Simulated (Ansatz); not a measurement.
# Hf2NS2 MXene monolayer in a perpendicular field

Aim: how the Hf2NS2 MXene monolayer screens a field along its normal, and what the field does to its bands. A positive field points along +c.

Calculated with Ansatz 0.2.0; plane-wave DFT, PBE-D3(BJ), Ansatz PAW (set soft_1); PAW set soft_1.

Report form: the programs' logs are mostly left out.

**1. The starting structure**

The cell holds 5 atoms: 2 S, 2 Hf and 1 N. Cell: a = 3.217 Å, b = 3.217 Å, c = 43.448 Å, α = 90.0°, β = 90.0°, γ = 120.0°. Vacuum lies along c.

**2. Relaxing the slab**

The starting cell is a guess, so the in-plane lattice and the atoms are relaxed first, with the slab cut off from its images along the normal.

input.yaml reads:

```yaml
crystal:
  lattice:
    - [3.2175, 0.0, 0.0]
    - [-1.60875, 2.7864367367, 0.0]
    - [0.0, 0.0, 43.4484494511]
  atoms:
    - { symbol: S, position: [0.3333333333, 0.6666666667, 0.4280935277] }
    - { symbol: Hf, position: [0.6666666667, 0.3333333333, 0.4707805504], spin: 1.0 }
    - { symbol: "N", position: [0.0, 0.0, 0.5] }
    - { symbol: Hf, position: [0.3333333333, 0.6666666667, 0.5292194496], spin: 1.0 }
    - { symbol: S, position: [0.6666666667, 0.3333333333, 0.5719064723] }
  periodic: [true, true, false]
magnetization:
  spin_polarized: true
kpoints:
  mp_grid: { grid: [12, 12, 1] }
hamiltonian:
  xc: pbe
  dispersion: d3bj
  pseudopotentials: { kind: paw, azcp: { folder: soft_1 } }
scf:
  occupations: { method: fermi_dirac, width: 0.05 }
  convergence: { dr2_threshold: 1.0e-09 }
relax:
  f_tol: 0.004
  max_steps: 90
  cell: {}
output:
  write_potential: true
  write_density: true
  volumetric_format: npy
```

Command:

```bash
> ansatz run input.yaml --threads 2 --pin off --max-ram 3072MiB --backend cpu --events-out ev --progress --plain --runs-dir out
```

The job ended after 4.8 min (2 threads of Arm Neoverse V1, shared host; peak memory 1 GiB).

Relaxation path:

| step | energy less that of the first step (eV) | largest force component (eV/Å) | volume (Å³) |
| --- | --- | --- | --- |
| 1 | 0.0000 | 2.3957 | 389.53 |
| 2 | -0.7610 | 0.7937 | 399.92 |
| 3 | -0.8510 | 1.4350 | 439.10 |
| 4 | -0.9879 | 0.1194 | 433.76 |
| 5 | -0.9930 | 0.0650 | 431.07 |
| 6 | -0.9938 | 0.0171 | 430.05 |
| 7 | -0.9938 | 0.0001 | 430.07 |
| 8* | -1.0047 | 0.0029 | 430.07 |
| 9 | -1.0047 | 0.0001 | 430.64 |
| 10* | -1.0048 | 0.0001 | 430.64 |

Relaxation steps marked * repeat the geometry before them on a plane-wave basis chosen anew for their cell, so energy and pressure can jump there.

The run keeps the 12 symmetry operations that it works with, so distortions that break them were not tested.

| cell as run | before | after | change |
| --- | --- | --- | --- |
| a (Å) | 3.217 | 3.383 | +5.1 % |
| b (Å) | 3.217 | 3.383 | +5.1 % |

The atoms that moved most (Å, along periodic axes as changes of fractional coordinates times the final cell, across vacuum about the mean position):

```
atom     dx     dy      dz  length
  S5  0.000  0.000  -0.289   0.289
  S1  0.000  0.000   0.289   0.289
 Hf2  0.000  0.000  -0.005   0.005
 Hf4  0.000  0.000   0.005   0.005
```

Final coordinates:

```xyz
5
Lattice="3.3830 0.0000 0.0000 -1.6915 2.9298 0.0000 0.0000 0.0000 43.4484" Properties=species:S:1:pos:R:3
S     0.0000    1.9532   18.8891
Hf    1.6915    0.9766   20.4492
N     0.0000    0.0000   21.7242
Hf    0.0000    1.9532   22.9993
S     1.6915    0.9766   24.5594
```

This step gave:

| Quantity | Value |
| --- | --- |
| energy at zero smearing | -33641.6378 eV |

The lattice constant a goes from 3.217 to 3.383 Å.

**3. Atoms held, field 0**

A sawtooth potential applies the field, turning back in the middle of the vacuum. With the dipole correction the typed value is the field outside the slab. The induced dipole is small, so the SCF threshold is tight.

The cell differs from the one that the last finished run ended in (c 43.448 → 23.670 Å).

input.yaml reads:

```yaml
crystal:
  lattice:
    - [3.3830168162, 0.0, 0.0]
    - [-1.6915084081, 2.9297785042, 0.0]
    - [0.0, 0.0, 23.6702966923]
  atoms:
    - { symbol: S, position: [0.3333333333, 0.6666666667, 0.380223371] }
    - { symbol: Hf, position: [0.6666666667, 0.3333333333, 0.446133746] }
    - { symbol: "N", position: [0.0, 0.0, 0.5] }
    - { symbol: Hf, position: [0.3333333333, 0.6666666667, 0.553866254] }
    - { symbol: S, position: [0.6666666667, 0.3333333333, 0.619776629] }
kpoints:
  mp_grid: { grid: [18, 18, 1] }
  band_path:
    path: [[0, 0, 0], [0.5, 0, 0], [0.33333333, 0.33333333, 0], [0, 0, 0]]
    npoints: 16
hamiltonian:
  xc: pbe
  dispersion: d3bj
  pseudopotentials: { kind: paw, azcp: { folder: soft_1 } }
scf:
  occupations: { method: fermi_dirac, width: 0.02585 }
  convergence: { dr2_threshold: 1.0e-10 }
efield:
  axis: 3
  dipole_correction: true
  ramp_position: 0.97
  ramp_width: 0.06
  amplitude: 0
output:
  dos: { projected: true, e_range: [-6, 5] }
  write_potential: true
  write_density: true
  volumetric_format: npy
  elf: true
```

Wall time 41 s (2 threads); peak memory 0.67 GiB.

Numbers from this step:

- energy at zero smearing: -33641.6442 eV
- work function, upper face: 5.568 eV
- dipole along the normal: 8.97e-7 e·Å

Running mean over a fixed 2.5 Å (it still follows the layers) of the planar mean; the ramp of the sawtooth is left out. Electron's electrostatic potential energy less the Fermi level against z:

```
z (Å)  electron's electrostatic potential energy less the Fermi level (eV)
    3                                                                 5.57
    4                                                                 5.57
    5                                                                 5.57
    6                                                                 5.55
    7                                                                 5.03
    8                                                                0.904
    9                                                                -4.24
   10                                                                -8.52
   11                                                                -8.87
   12                                                                -8.94
   13                                                                -8.72
   14                                                                -7.83
   15                                                                -2.37
   16                                                                 2.58
   17                                                                 5.39
   18                                                                 5.56
   19                                                                 5.57
   20                                                                 5.57
```

The density of states has structure finer than the step of the table below, so its rows give means over 0.2 eV, whole bins alone (the curve runs from -6 to 1.99 eV). Peaks (eV: height): -4.81: 17.7, -4.73: 14.3, -4.43: 6.50, -4.04: 20.8, -3.38: 8.92, -2.94: 6.74, -2.17: 9.22.

Table of density of states by energy, zero at the Fermi level; means over each step:

| energy (eV) | density of states (states/eV a cell) |
| --- | --- |
| -5.8 | 1.14 |
| -5.6 | 1.66 |
| -5.4 | 3.45 |
| -5.2 | 3.84 |
| -5.0 | 0.925 |
| -4.8 | 9.82 |
| -4.6 | 1.68 |
| -4.4 | 3.76 |
| -4.2 | 2.06 |
| -4.0 | 8.93 |
| -3.8 | 1.41 |
| -3.6 | 1.27 |
| -3.4 | 3.96 |
| -3.2 | 4.25 |
| -3.0 | 3.81 |
| -2.8 | 4.94 |
| -2.6 | 3.75 |
| -2.4 | 4.89 |
| -2.2 | 5.71 |
| -2.0 | 3.99 |
| -1.8 | 3.25 |
| -1.6 | 2.07 |
| -1.4 | 0.752 |
| -1.2 | 0.499 |
| -1.0 | 0.982 |
| -0.8 | 0.966 |
| -0.6 | 0.886 |
| -0.4 | 0.958 |
| -0.2 | 1.02 |
| 0.0 | 1.11 |
| 0.2 | 1.28 |
| 0.4 | 1.46 |
| 0.6 | 1.23 |
| 0.8 | 1.08 |
| 1.0 | 1.48 |
| 1.2 | 1.20 |
| 1.4 | 1.20 |
| 1.6 | 1.35 |
| 1.8 | 2.43 |

Projected DOS per atom over height of the atomic layer and energy from the Fermi level. Layers: S Hf N Hf S from below.

Ten even steps from '0' (0.05 states/eV) to '9' (3.46 states/eV), each cell a mean:
```
02020
01010
01010
01010
01010
00000
00000
00000
00000
10001
30003
51115
40004
41014
41014
10001
41114
21012
02920
00200
01410
00100
```
Columns: height of the atomic layer (Å) from 9 to 14.7 (not evenly spaced); rows upwards: energy from the Fermi level (eV) from -5.96 to 1.96.

Electronic bands along the path, in eV, zero at the Fermi level:

```csv
point,band 31,band 32,band 33,band 34,band 35,band 36,band 37,band 38
Γ,-1.85,-1.85,-0.74,-0.74,0.68,0.68,0.96,2.03
halfway,-2.85,-2.04,-2.04,-1.59,-0.52,1.95,2.09,2.30
M,-3.41,-2.38,-2.19,-1.75,-1.14,1.72,3.56,3.76
halfway,-3.38,-3.00,-2.76,-2.40,-0.03,2.53,2.85,2.93
K,-3.35,-3.35,-2.91,-2.91,1.54,1.54,2.15,3.92
halfway,-2.72,-2.58,-2.32,-2.05,0.45,0.79,2.81,3.01
Γ,-1.85,-1.85,-0.74,-0.74,0.68,0.68,0.96,2.03
```

Valence density in the ca plane at fractional y = 0.333, with atoms of Hf and S within 0.2 Å of it. It is the smooth field of the valence electrons, not physical close to the nuclei.

Ten steps, logarithmic in the rise over the least value, from '0' (0 e/Å³) to '9' (43 e/Å³), each cell a mean:
```
00000000000000000112321100001112210000000000
00000000000000000125763100001122221000000000
00000000000000000138995100001221121000000000
00000000000000000137984100001222221000000000
00000000000000000114542100001122221000000000
00000000000000001111111110111111110000000000
00000000000000011110001111111100000000000000
00000000000000011110001111111100000000000000
00000000000000011111101111111111100000000000
```
Columns run along c (16.0 Å, from fractional 0.14 to 0.81 of the cell), rows up along a (3.4 Å). Atoms in or near the plane, at fractional coordinates: Hf at (0.45, 0.67), S at (0.62, 0.67).

Electrostatic potential energy in the ca plane at fractional y = 0.333, with atoms of Hf and S within 0.2 Å of it. With pseudopotentials it is smooth inside the atoms' cores, unlike the true potential.

Ten even steps from '0' (-33 eV) to '9' (7 eV), each cell a mean:
```
99999999999999999999886422578877776557999999
99999999999999999999874000157888872002799999
99999999999999999999862031047888850000699999
99999999999999999999873010057888861000799999
99999999999999999999875201368887874225899999
99999999999999999998887655678776677778999999
99999999999999999998778877888765578899999999
99999999999999999998778888888754568999999999
99999999999999999998888767788765678889999999
```
Columns run along c (16.0 Å, from fractional 0.08 to 0.75 of the cell; values clipped at the 3rd and 97th percentile), rows up along a (3.4 Å). Atoms in or near the plane, at fractional coordinates: Hf at (0.45, 0.67), S at (0.62, 0.67).

ELF in the ca plane at fractional y = 0.333, with atoms of Hf and S within 0.2 Å of it. It is the smooth field of the valence electrons, not physical close to the nuclei.

Ten even steps from '0' (0.00) to '9' (0.92), each cell a mean:
```
00000000000000000235542354223211268999864100
00000000000000000011213788521222588569986310
00000000000000000000014899721223685018997410
00000000000000000001114899621223686238996310
00000000000000000123422576312211378889975200
00000000000000001356763222134211136887642000
00000000000000013578886311355312212332100000
00000000000000013678887422465312211211000000
00000000000000012467875211245311124665320000
```
Columns run along c (16.0 Å, from fractional 0.08 to 0.75 of the cell), rows up along a (3.4 Å). Atoms in or near the plane, at fractional coordinates: Hf at (0.45, 0.67), S at (0.62, 0.67).

The work function of the upper face is 5.57 eV.

**4. Single point, field 0.1 V/Å**

Changes to input.yaml since step 3:

```diff
@@ -26,7 +26,6 @@
   dipole_correction: true
-  ramp_position: 0.97
-  ramp_width: 0.06
-  amplitude: 0
+  ramp_position: 0.9472
+  ramp_width: 0.1056
+  amplitude: 0.1
 output:
-  dos: { projected: true, e_range: [-6, 5] }
   write_potential: true
@@ -34,2 +33 @@
   volumetric_format: npy
-  elf: true
```

The job ended after 40 s (2 threads; peak memory 0.65 GiB; 80 s of CPU time).

The dipole is 0.0406 e·Å.

**5. Single point, field -0.1 V/Å**

Changes to input.yaml since step 4:

```diff
@@ -28,3 +28,3 @@
   ramp_width: 0.1056
-  amplitude: 0.1
+  amplitude: -0.1
 output:
```

Elapsed: 40 s, on 2 threads; peak memory 0.65 GiB; 79 s of CPU time.

The dipole is -0.0406 e·Å.

**6. Response, atoms held**

This step: plane-wave DFT, PBE-D3(BJ), Ansatz PAW (set soft_1); response to a field along the normal, atoms held; PAW set soft_1 (Ansatz 0.2.0).

The dipoles give the slope, and the difference of two potentials shows where the field is screened.

This step gave:

| Property | Result |
| --- | --- |
| equivalent conductor thickness p/(ε₀AE) | 7.406 Å |
| distance between the outer atoms | 5.670 Å |

Dipole of the cell against applied field:

```
applied field (V/Å)  dipole of the cell (e·Å)
            -0.1000                   -0.0406
             0.0000                    9.0e-7
             0.1000                    0.0406
```

Local field over the applied field, running mean. From the potentials at -0.1 and 0.1 V/Å; running mean over 2.5 Å. Local field over applied field against z:

```csv
z (Å),local field over applied field
4.5,0.999
5.0,0.998
5.5,0.993
6.0,0.978
6.5,0.937
7.0,0.841
7.5,0.688
8.0,0.511
8.5,0.332
9.0,0.180
9.5,0.0884
10.0,0.0565
10.5,0.0472
11.0,0.0500
11.5,0.0553
12.0,0.0560
12.5,0.0521
13.0,0.0471
13.5,0.0519
14.0,0.0726
14.5,0.140
15.0,0.275
15.5,0.449
16.0,0.629
16.5,0.794
17.0,0.912
17.5,0.968
18.0,0.990
18.5,0.997
19.0,0.999
19.5,1.000
```

Electrons, planar mean, per unit field. Table of induced electron density by z:

z (Å), induced electron density (e/Å³ per V/Å) and a bar from the least value:
```
      4.5    0.00000 ###############
      5.0    0.00001 ###############
      5.5    0.00003 ###############
      6.0    0.00009 ###############
      6.5    0.00029 ################
      7.0    0.00086 ##################
      7.5    0.00215 ########################
      8.0    0.00374 ##############################
      8.5    0.00256 #########################
      9.0    0.00075 ##################
      9.5    0.00051 #################
     10.0   -0.00061 #############
     10.5   -0.00008 ###############
     11.0    0.00023 ################
     11.5    0.00012 ################
     12.0    0.00008 ###############
     12.5   -0.00040 #############
     13.0    0.00006 ###############
     13.5    0.00060 #################
     14.0   -0.00011 ###############
     14.5   -0.00078 ############
     15.0   -0.00162 #########
     15.5   -0.00379 
     16.0   -0.00276 ####
     16.5   -0.00120 ##########
     17.0   -0.00043 #############
     17.5   -0.00014 ###############
     18.0   -0.00004 ###############
     18.5   -0.00001 ###############
     19.0    0.00000 ###############
     19.5    0.00000 ###############
```

By hand: between -0.1 and 0.1 V/Å the dipole changes by 0.08114 e·Å, a slope of 0.4057 e·Å²/V. A perfect conductor of thickness t has p = ε₀AEt, so t = 180.95 × 0.4057 / 9.911 = 7.41 Å (e/ε₀ = 180.95 V·Å, A in Å²).

The induced dipole is that of a conductor 7.41 Å thick.

**7. Summary of results**

| Quantity | Value |
| --- | --- |
| gap without field | none |
| work function, upper face | 5.57 eV |
| equivalent conductor thickness, atoms held | 7.41 Å |

What this shows: The induced dipole equals that of a perfect conductor 7.41 Å thick, while the outer atoms lie 5.67 Å apart. There is no gap over 0.03 eV, with or without the field. The first relaxation ran with spin and lost its moment, and the later runs have none; other magnetic states were not tried. Spin-orbit coupling is left out, which matters for the bands of elements this heavy. The MXene's terminations sit over the metal atoms of its far layer; the site over carbon or nitrogen, which some compounds prefer, was not run.

[Logs are printed without paths, hosts, clocks, repeated set-up lines and the standing remarks that a program may print on its own settings, such as how far it seeks lower states.]

[Hosts, paths, dates, database ids (printed as entryN), source tags and the programs' standing remarks are cut or masked in the printed files.]

[Maps of the electrostatic potential energy from Ansatz leave out the sawtooth potential of an applied field or a dipole correction, so their vacuum need not be flat; planar profiles and work functions include it.]

[The density of states shown here was stored with 400 of the rows of the run's finer table, so its peaks can read low, often by over a quarter, or be missed, and its means over a window can be off by a tenth or more.]
